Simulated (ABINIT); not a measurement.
# KBaH3 (Pm-3m): third-order response, part 2 of 2

Which lines does KBaH3 (Pm-3m) show in Raman and infrared spectra?

ABINIT 10.8.3; DFT LDA, scalar-relativistic, plane waves, PseudoDojo norm-conserving pseudopotentials.

So far. Step 5 (Relaxing the cell and atoms): The volume changes by -0.0 % in this run and stands -14.7 % from the first cell. The relaxed cell has a = 5.019 Å (conventional setting).

The structure was built from a prototype and need not be the compound's stable phase.

### Step 8. Zone-centre response

The derivative of the wavefunctions by k comes first, since the response to a field is built on it; then the field and the displacements that symmetry doesn't supply are solved at q = 0. By the 2n+1 theorem the first-order wavefunctions also give third derivatives: Raman tensors and the non-linear susceptibility.

It reads the wavefunctions written in step 6.

Input file dfpt_gamma.abi:

```
ndtset 3

# common to the responses
getwfk_filepath "gso_WFK"
kptopt 2
nqpt 1
qpt 0.0 0.0 0.0
asr 0
chneut 0

# d/dk
rfelfd1 2
rfdir1 1 1 1
iscf1 -3
tolwfr1 1.0d-20

# displacements, field
rfphon2 1
rfatpol2 1 5
rfdir2 1 1 1
rfelfd2 3
getddk2 1
tolvrs2 1.0d-10
prepanl2 1
prtden2 1

# third order
optdriver3 5
getden_filepath3 "gso_DEN"
get1den3 2
get1wf3 2
getddk3 1
d3e_pert1_elfd3 1
d3e_pert1_phon3 1
d3e_pert1_atpol3 1 5
d3e_pert1_dir3 1 1 1
d3e_pert2_elfd3 1
d3e_pert2_dir3 1 1 1
d3e_pert3_elfd3 1
d3e_pert3_dir3 1 1 1
usepead3 1
tolvrs3 1.0d-10

# basis, mesh and filling
ecut 32.0
ngkpt 4 4 4
nshiftk 1
shiftk 0.5 0.5 0.5
istwfk *1
occopt 1
nband 11
nstep 100
diemac 9.0
prtebands 0
prtgsr 0

# cell and atoms
acell 3*1.0 Angstrom
rprim 
    5.018976716 0.0 0.0
    0.0 5.018976716 0.0
    0.0 0.0 5.018976716
ntypat 3
znucl 19 56 1
natom 5
typat 1 2 3 3 3
xred 
    0.0 0.0 0.0
    0.5 0.5 0.5
    0.5 0.5 0.0
    0.5 0.0 0.5
    0.0 0.5 0.5
pp_dirpath "./pseudo"
pseudos "K.upf, Ba.upf, H.upf"
```

The run is started by

```console
$ OMP_NUM_THREADS=1 mpirun -n 4 abinit dfpt_gamma.abi > dfpt_gamma.log
```

Numbers of over 12 decimals in the logs are rounded to 6 here.

dfpt_gamma.abo, the main output file:

```text
[banners, grids, parts of the stress and lines that vanish by symmetry left out]
- input  file    -> dfpt_gamma.abi
- output file    -> dfpt_gamma.abo
- root for input  files -> dfpt_gammai
[...]
DATASET    1 : space group Pm -3 m (#221); Bravais cP (primitive cubic)
[...]
nfft =      125000          nkpt =          32
[...]
DATASET    2 : space group Pm -3 m (#221); Bravais cP (primitive cubic)
[...]
nfft =      125000          nkpt =          32
[...]
DATASET    3 : space group Pm -3 m (#221); Bravais cP (primitive cubic)
[...]
mpw =        7393          nfft =      125000          nkpt =          32
[...]
== DATASET  1 ==================================================================
[...]
cutoff_energies: {ecut:  32.0, pawecutdg:  -1.0, }
[...]
-  1.00000   1.00000  180309                  znucl, zion, pspdat
[...]
Perturbation : derivative vs k along direction   1
[...]
-ETOT  1  -9.726487     -9.726E+00 1.767E-02 0.000E+00
 ETOT  2  -9.748530     -2.204E-02 3.588E-04 0.000E+00
 ETOT  3  -9.748849     -3.185E-04 1.317E-05 0.000E+00
 ETOT  4  -9.748856     -7.377E-06 3.448E-07 0.000E+00
 ETOT  5  -9.748856     -2.340E-07 2.619E-08 0.000E+00
[...]
At SCF step   15   max residual=  9.96E-21 < tolwfr=  1.00E-20 =>converged.
[...]
Perturbation : derivative vs k along direction   2
[...]
-ETOT  1  -9.726090     -9.726E+00 1.767E-02 0.000E+00
[...]
At SCF step   15   max residual=  9.96E-21 < tolwfr=  1.00E-20 =>converged.
[...]
Perturbation : derivative vs k along direction   3
[...]
-ETOT  1  -9.726487     -9.726E+00 1.767E-02 0.000E+00
[...]
At SCF step   15   max residual=  9.96E-21 < tolwfr=  1.00E-20 =>converged.
[...]
1        1       1.0882559485   -0.0000000000
     1        2       0.0000000000    0.0000000000
     1        3       0.0000000000    0.0000000000
     2        1       0.0000000000    0.0000000000
     2        2       1.0882559484    0.0000000000
     2        3       0.0000000000    0.0000000000
     3        1       0.0000000000    0.0000000000
     3        2       0.0000000000    0.0000000000
     3        3       1.0882559484   -0.0000000000
[...]
== DATASET  2 ==================================================================
[...]
cutoff_energies: {ecut:  32.0, pawecutdg:  -1.0, }
[...]
Perturbation : displacement of atom   1   along direction   1
[...]
-ETOT  1   4.017249     -2.970E+03 8.774E+00 2.672E+02
[...]
At SCF step   12       vres2   =  3.48E-11 < tolvrs=  1.00E-10 =>converged.
[...]
Perturbation : displacement of atom   2   along direction   1
[...]
-ETOT  1   5.020891     -1.204E+03 2.789E+00 6.489E+02
[...]
At SCF step   11       vres2   =  1.81E-11 < tolvrs=  1.00E-10 =>converged.
[...]
Perturbation : displacement of atom   3   along direction   1
[...]
-ETOT  1  0.285032     -8.767E+01 1.502E-01 3.217E+03
[...]
At SCF step   11       vres2   =  1.54E-11 < tolvrs=  1.00E-10 =>converged.
[...]
Perturbation : displacement of atom   3   along direction   3
[...]
-ETOT  1   4.493265     -8.817E+01 1.506E-01 2.103E+03
[...]
At SCF step   11       vres2   =  4.82E-12 < tolvrs=  1.00E-10 =>converged.
[...]
Perturbation : homogeneous electric field along direction   1
[...]
-ETOT  1  -67.964235272262     -6.796E+01 9.133E-01 2.324E+04
[...]
At SCF step   11       vres2   =  4.26E-11 < tolvrs=  1.00E-10 =>converged.
[...]
Perturbation : homogeneous electric field along direction   2
[...]
-ETOT  1  -67.951453113516     -6.795E+01 9.133E-01 2.326E+04
[...]
At SCF step   11       vres2   =  3.99E-11 < tolvrs=  1.00E-10 =>converged.
[...]
Perturbation : homogeneous electric field along direction   3
[...]
-ETOT  1  -67.964234456920     -6.796E+01 9.133E-01 2.324E+04
[...]
ETOT 10  -74.058659249536     -6.297E-11 3.923E-13 2.781E-09
 ETOT 11  -74.058659249539     -2.757E-12 1.277E-14 4.257E-11
 At SCF step   11       vres2   =  4.26E-11 < tolvrs=  1.00E-10 =>converged.
[...]
Dielectric tensor, in cartesian coordinates,
[...]
1    7   1    7         3.4854894486        -0.0000000000
   1    7   2    7        -0.0000000000        -0.0000000000
   1    7   3    7        -0.0000000000        -0.0000000000
   2    7   1    7        -0.0000000000        -0.0000000000
   2    7   2    7         3.4854894486        -0.0000000000
   2    7   3    7        -0.0000000000        -0.0000000000
   3    7   1    7        -0.0000000000        -0.0000000000
   3    7   2    7        -0.0000000000        -0.0000000000
   3    7   3    7         3.4854894486        -0.0000000000
  Effective charges, in cartesian coordinates,
[...]
1    1   1    7         1.2586030164         0.0000000000
   2    1   1    7         0.0000000000         0.0000000000
   3    1   1    7         0.0000000000         0.0000000000
   1    2   1    7         1.9233398576         0.0000000000
   2    2   1    7         0.0000000000         0.0000000000
[...]
Effective charges, in cartesian coordinates,
[...]
2    7   1    5         0.0000000000         0.0000000000
   3    7   1    5         0.0000000000         0.0000000000
   1    7   2    5         0.0000000000         0.0000000000
   2    7   2    5        -1.0008787258         0.0000000000
   3    7   2    5         0.0000000000         0.0000000000
   1    7   3    5         0.0000000000         0.0000000000
   2    7   3    5         0.0000000000         0.0000000000
   3    7   3    5        -1.0008787258         0.0000000000
  Phonon wavevector (reduced coordinates) :  0.00000  0.00000  0.00000
 Phonon energies in Hartree :
[...]
Phonon frequencies in cm-1    :
- -4.107084E+02 -4.107084E+02 -4.107084E+02 -3.268318E+02 -3.268318E+02
- -3.268318E+02  4.506525E-01  4.506528E-01  4.506535E-01  9.460025E+01
-  9.460025E+01  9.460025E+01  1.085825E+03  1.085825E+03  1.085825E+03
  Phonon at Gamma, with non-analyticity in the
[...]
Phonon energies in Hartree :
[...]
Phonon frequencies in cm-1    :
- -4.107084E+02 -4.107084E+02 -4.107084E+02 -3.268318E+02 -3.268318E+02
- -1.200751E+00  4.506525E-01  4.506528E-01  6.124942E+01  9.460025E+01
-  9.460025E+01  3.256172E+02  1.085825E+03  1.085825E+03  1.160201E+03
  Phonon at Gamma, with non-analyticity in the
[...]
Phonon energies in Hartree :
[...]
Phonon frequencies in cm-1    :
- -4.107084E+02 -4.107084E+02 -4.107084E+02 -3.268318E+02 -3.268318E+02
- -1.200751E+00  4.506525E-01  4.506535E-01  6.124942E+01  9.460025E+01
-  9.460025E+01  3.256172E+02  1.085825E+03  1.085825E+03  1.160201E+03
  Phonon at Gamma, with non-analyticity in the
[...]
Phonon energies in Hartree :
[...]
Phonon frequencies in cm-1    :
- -4.107084E+02 -4.107084E+02 -4.107084E+02 -3.268318E+02 -3.268318E+02
- -1.200751E+00  4.506528E-01  4.506535E-01  6.124942E+01  9.460025E+01
-  9.460025E+01  3.256172E+02  1.085825E+03  1.085825E+03  1.160201E+03
[...]
== DATASET  3 ==================================================================
[...]
cutoff_energies: {ecut:  32.0, pawecutdg:  -1.0, }
[...]
1          1       -0.000000000       -0.000000000       -0.000000000
[...]
1          2       -0.000000000       -0.000000000       -0.000000000
[...]
1          3       -0.000000000       -0.000000000       -0.000000000
[...]
2          1       -0.000000000       -0.000000000       -0.000000000
[...]
2          2       -0.000000000       -0.000000000       -0.000000000
[...]
2          3       -0.000000000       -0.000000000       -0.000000000
[...]
3          1       -0.000000000       -0.000000000       -0.000000000
[...]
3          2       -0.000000000       -0.000000000       -0.000000000
[...]
3          3       -0.000000000       -0.000000000       -0.000000000
[...]
4          1       -0.000000000       -0.000000000       -0.000000000
[...]
4          2       -0.000000000       -0.000000000       -0.000000000
[...]
4          3       -0.000000000       -0.000000000       -0.000000000
[...]
5          1       -0.000000000       -0.000000000       -0.000000000
[...]
5          2       -0.000000000       -0.000000000       -0.000000000
[...]
5          3       -0.000000000       -0.000000000       -0.000000000
[...]
strten2     0.0000000000E+00  0.0000000000E+00  0.0000000000E+00
           strten3     0.0000000000E+00  0.0000000000E+00  0.0000000000E+00
================================================================================
```

It took 4.2 min on 4 MPI ranks of Arm Neoverse V1, shared host.

Numbers from this step:

* miss of the charge sum rule: 0.03532 e
* largest acoustic frequency at the zone centre before the sum rule: 0.45 cm⁻¹
* highest optical zone-centre mode (no LO-TO term): 1086 cm⁻¹
* lowest optical zone-centre mode: -410.7 cm⁻¹
* mean high-frequency dielectric constant: 3.486
* largest Born charge in size (third of the trace): 1.923 e

Born charge (rows field, columns displacement), before the sum rule (e), principal values of the symmetric part by kind of site:

| atom | atoms with these values | low | middle | high | mean |
| --- | --- | --- | --- | --- | --- |
| K1 | 1 | 1.26 | 1.26 | 1.26 | 1.26 |
| Ba2 | 1 | 1.92 | 1.92 | 1.92 | 1.92 |
| H3 | 3 | -1.14 | -1.00 | -1.00 | -1.05 |

In full for Ba2:

```
1.92 0.00 0.00
0.00 1.92 0.00
0.00 0.00 1.92
```

High-frequency dielectric tensor:

```
3.49 0.00 0.00
0.00 3.49 0.00
0.00 0.00 3.49
```

The acoustic modes at Γ come out as far as 0.5 cm⁻¹ from zero, where they should vanish, a small numerical error; the Born charges miss their sum rule by 0.035 e, which is fair. The lowest optical mode is imaginary, 411i cm⁻¹, an instability at this level and on this k mesh.

### Step 9. Zone-centre analysis

anaddb reads the merged derivatives, imposes the acoustic sum rule and charge neutrality, and adds the LO-TO term along chosen directions.

Input file anaddb.abi:

```
ddb_filepath "gamma_DDB"
output_file "anaddb.abo"
outdata_prefix "anaddb"
asr 1
chneut 1
enunit 2
eivec 1
nph1l 1
qph1l 0.0 0.0 0.0 1.0
dieflag 2
nph2l 3
qph2l 
    1.0 0.0 0.0 0.0
    0.0 0.0 1.0 0.0
    1.0 1.0 1.0 0.0
nlflag 1
ramansr 1
alphon 1
prtmbm 1
```

Input file mrgddb.in:

```
gamma_DDB
merged
3
dfpt_gammao_DS2_DDB
dfpt_gammao_DS3_DDB
gso_DDB
```

The run is started by

```console
$ mrgddb < mrgddb.in > mrgddb.log
$ OMP_NUM_THREADS=1 anaddb anaddb.abi > anaddb.log
```

anaddb.abo, the main output file:

```text
[banners, grids, parts of the stress and lines that vanish by symmetry left out]
-outvars_anaddb: echo values of input variables ----------------------

 Flags :
[...]
Dielectric Tensor and Effective Charges
[...]
Effective charge tensors after
[...]
1          1       -0.000000000       -0.000000000       -0.000000000
[...]
1          2       -0.000000000       -0.000000000       -0.000000000
[...]
1          3       -0.000000000       -0.000000000       -0.000000000
[...]
2          1       -0.000000000       -0.000000000       -0.000000000
[...]
2          2       -0.000000000       -0.000000000       -0.000000000
[...]
2          3       -0.000000000       -0.000000000       -0.000000000
[...]
3          1       -0.000000000       -0.000000000       -0.000000000
[...]
3          2       -0.000000000       -0.000000000       -0.000000000
[...]
3          3       -0.000000000       -0.000000000       -0.000000000
[...]
4          1       -0.000000000       -0.000000000       -0.000000000
[...]
4          2       -0.000000000       -0.000000000       -0.000000000
[...]
4          3       -0.000000000       -0.000000000       -0.000000000
[...]
5          1       -0.000000000       -0.000000000       -0.000000000
[...]
5          2       -0.000000000       -0.000000000       -0.000000000
[...]
5          3       -0.000000000       -0.000000000       -0.000000000
[...]
Phonon wavevector (reduced coordinates) :  0.00000  0.00000  0.00000
 Phonon energies in Hartree :
[...]
Phonon energies in meV     :
- -5.092135E+01 -5.092135E+01 -5.092135E+01 -4.052199E+01 -4.052199E+01
- -4.052199E+01  0.000000E+00  0.000000E+00  0.000000E+00  1.172854E+01
-  1.172854E+01  1.172854E+01  1.346251E+02  1.346251E+02  1.346251E+02
 Phonon frequencies in cm-1    :
- -4.107084E+02 -4.107084E+02 -4.107084E+02 -3.268319E+02 -3.268319E+02
- -3.268319E+02  0.000000E+00  0.000000E+00  0.000000E+00  9.459708E+01
-  9.459708E+01  9.459708E+01  1.085825E+03  1.085825E+03  1.085825E+03
 Phonon frequencies in Thz     :
- -1.231273E+01 -1.231273E+01 -1.231273E+01 -9.798173E+00 -9.798173E+00
- -9.798173E+00  0.000000E+00  0.000000E+00  0.000000E+00  2.835949E+00
-  2.835949E+00  2.835949E+00  3.255221E+01  3.255221E+01  3.255221E+01
 Phonon energies in Kelvin  :
- -5.909178E+02 -5.909178E+02 -5.909178E+02 -4.702381E+02 -4.702381E+02
- -4.702381E+02  0.000000E+00  0.000000E+00  0.000000E+00  1.361041E+02
-  1.361041E+02  1.361041E+02  1.562260E+03  1.562260E+03  1.562260E+03
[...]
-  1  0.00000000E+00  0.00000000E+00  0.00000000E+00
-     0.00000000E+00  0.00000000E+00  0.00000000E+00
-  2  0.00000000E+00  0.00000000E+00  0.00000000E+00
-     0.00000000E+00  0.00000000E+00  0.00000000E+00
-  3  0.00000000E+00  3.20753965E-06  0.00000000E+00
-     0.00000000E+00  0.00000000E+00  0.00000000E+00
-  4  0.00000000E+00  0.00000000E+00  1.64963401E-02
-     0.00000000E+00  0.00000000E+00  0.00000000E+00
-  5  0.00000000E+00 -3.20753965E-06 -1.64963401E-02
-     0.00000000E+00  0.00000000E+00  0.00000000E+00
[...]
-  1  0.00000000E+00  0.00000000E+00  0.00000000E+00
-     0.00000000E+00  0.00000000E+00  0.00000000E+00
-  2  0.00000000E+00  0.00000000E+00  0.00000000E+00
-     0.00000000E+00  0.00000000E+00  0.00000000E+00
-  3  6.43842856E-07 -1.64963401E-02  0.00000000E+00
-     0.00000000E+00  0.00000000E+00  0.00000000E+00
-  4 -6.43842856E-07  0.00000000E+00  3.20753965E-06
-     0.00000000E+00  0.00000000E+00  0.00000000E+00
-  5  0.00000000E+00  1.64963401E-02 -3.20753965E-06
-     0.00000000E+00  0.00000000E+00  0.00000000E+00
[...]
-  1  0.00000000E+00  0.00000000E+00  0.00000000E+00
-     0.00000000E+00  0.00000000E+00  0.00000000E+00
-  2  0.00000000E+00  0.00000000E+00  0.00000000E+00
-     0.00000000E+00  0.00000000E+00  0.00000000E+00
-  3  1.64963404E-02  6.43842859E-07  0.00000000E+00
-     0.00000000E+00  0.00000000E+00  0.00000000E+00
-  4 -1.64963404E-02  0.00000000E+00  0.00000000E+00
-     0.00000000E+00  0.00000000E+00  0.00000000E+00
[...]
-  4  3.59565579E-04  1.69936859E-07  0.00000000E+00
[...]
-  5 -2.32484287E-02  0.00000000E+00  0.00000000E+00
[...]
-         0.000000000       0.000000000       0.000000000
-         0.000000000       0.000000000       0.000000000
-         0.000000000       0.000000000       0.000000000
[...]
-         0.000000000       0.000000000       0.000000000
-         0.000000000       0.000000000       0.000000000
-         0.000000000       0.000000000       0.000000000
[...]
Phonon at Gamma, with non-analyticity in the
[...]
Phonon energies in Hartree :
[...]
Phonon energies in meV     :
- -5.092135E+01 -5.092135E+01 -5.092135E+01 -4.052199E+01 -4.052199E+01
-  0.000000E+00  0.000000E+00  0.000000E+00  7.593207E+00  1.172854E+01
-  1.172854E+01  4.083724E+01  1.346251E+02  1.346251E+02  1.439751E+02
 Phonon frequencies in cm-1    :
- -4.107084E+02 -4.107084E+02 -4.107084E+02 -3.268319E+02 -3.268319E+02
[...]
Phonon frequencies in Thz     :
[...]
Phonon energies in Kelvin  :
[...]
-  1  0.00000000E+00  0.00000000E+00  0.00000000E+00
[...]
-  2  0.00000000E+00  0.00000000E+00  0.00000000E+00
[...]
-  3  0.00000000E+00  1.63136820E-06  0.00000000E+00
[...]
-  4  0.00000000E+00  0.00000000E+00 -1.64963404E-02
[...]
Phonon at Gamma, with non-analyticity in the
[...]
Phonon energies in Hartree :
[...]
Phonon energies in meV     :
[...]
Phonon frequencies in cm-1    :
[...]
Phonon frequencies in Thz     :
[...]
Phonon energies in Kelvin  :
[...]
Phonon at Gamma, with non-analyticity in the
[...]
Phonon energies in Hartree :
[...]
Phonon energies in meV     :
[...]
Phonon frequencies in cm-1    :
[...]
Phonon frequencies in Thz     :
[...]
Phonon energies in Kelvin  :
[...]
-  0.000000E+00  0.000000E+00  0.000000E+00  8.811551E+01  1.361041E+02
-  1.361041E+02  4.738965E+02  1.562260E+03  1.562260E+03  1.670762E+03
[...]
-  4  2.86274930E-04  1.29001973E-02 -8.67574926E-05
[...]
-  5 -1.85096758E-02 -1.99517438E-04 -8.67574926E-05
[...]
-         0.000000000       0.000000000       0.000000000
-         0.000000000       0.000000000       0.000000000
[...]
Spherical averages : G0=     0.000000000    G1=     0.000000000    G2=     0.000000000

-
```

It took 1.5 s on 1 thread.

This step gave:

```yaml
highest_mode_moved_by_the_lo_to_term: 1161 cm⁻¹
```

No LO-TO term; unit eigenvectors of the mass-weighted matrix, from anaddb's displacements. The modes at Γ (shares of kinetic energy by element, %) (negative means imaginary):

| mode | frequency (cm⁻¹) | symmetry | K % | Ba % | H % |
| --- | --- | --- | --- | --- | --- |
| 1 | -410.7 | T2u | 0 | 0 | 100 |
| 2 | -410.7 | T2u | 0 | 0 | 100 |
| 3 | -410.7 | T2u | 0 | 0 | 100 |
| 4 | -326.8 | T1u | 7 | 0 | 93 |
| 5 | -326.8 | T1u | 7 | 0 | 93 |
| 6 | -326.8 | T1u | 7 | 0 | 93 |
| 7 | 0.0 | acoustic | 22 | 77 | 2 |
| 8 | 0.0 | acoustic | 22 | 77 | 2 |
| 9 | 0.0 | acoustic | 22 | 77 | 2 |
| 10 | 94.6 | T1u | 71 | 23 | 6 |
| 11 | 94.6 | T1u | 71 | 23 | 6 |
| 12 | 94.6 | T1u | 71 | 23 | 6 |
| 13 | 1085.8 | T1u | 0 | 1 | 99 |
| 14 | 1085.8 | T1u | 0 | 1 | 99 |
| 15 | 1085.8 | T1u | 0 | 1 | 99 |

Displacements in mode 2 (-410.7 cm⁻¹), the largest set to 1:
```
K1   0.00  0.00  0.00
Ba2  0.00  0.00  0.00
H3   0.00 -1.00  0.00
H4   0.00  0.00  0.00
H5   0.00  1.00  0.00
```

Displacements in mode 14 (1085.8 cm⁻¹), the largest set to 1:
```
K1   0.00  0.00  0.00
Ba2  0.00  0.01  0.00
H3   0.00  0.02  0.00
H4   0.00 -1.00  0.00
H5   0.00  0.02  0.00
```

With imaginary modes the relaxed-ion tensors have no meaning and are not tabulated.

The rule moves no optical mode by more than 0.1 cm⁻¹.

### Step 10. Results

| Quantity | Value |
| --- | --- |
| space group after relaxation | Pm-3m |
| volume per atom | 25.3 Å³ |
| highest optical zone-centre mode (no LO-TO term) | 1086 cm⁻¹ |
| lowest optical zone-centre mode | -410.7 cm⁻¹ |
| highest mode moved by the LO-TO term | 1161 cm⁻¹ |
| mean high-frequency dielectric constant | 3.49 |
| largest Born charge in size (third of the trace) | 1.92 e |
| imaginary optical modes at the zone centre (no q mesh in this session) | yes |

In words: No mode is Raman active in this structure. At the LDA level the optical modes of KBaH3 (Pm-3m) at the zone centre (no LO-TO term) run from 411i to 1086 cm⁻¹, so the structure is a saddle point, with 6 modes beyond 10i cm⁻¹ there. Along the directions run, the highest mode that the macroscopic field moves lies at 1161 cm⁻¹. These are harmonic frequencies at zero temperature: anharmonic shifts and linewidths and thermal expansion are left out. Spin-orbit coupling is left out, which can matter for the heavy elements here. The structure is a hypothetical one, built on a prototype.

[Host names and launcher messages were left out of these logs when they were recorded.]

[Logs are printed without paths, hosts, clocks, repeated set-up lines and the standing remarks that a program may print on its own settings, such as how far it seeks lower states.]

[Hosts, paths, dates, database ids (printed as entryN), source tags and the programs' standing remarks are cut or masked in the printed files.]
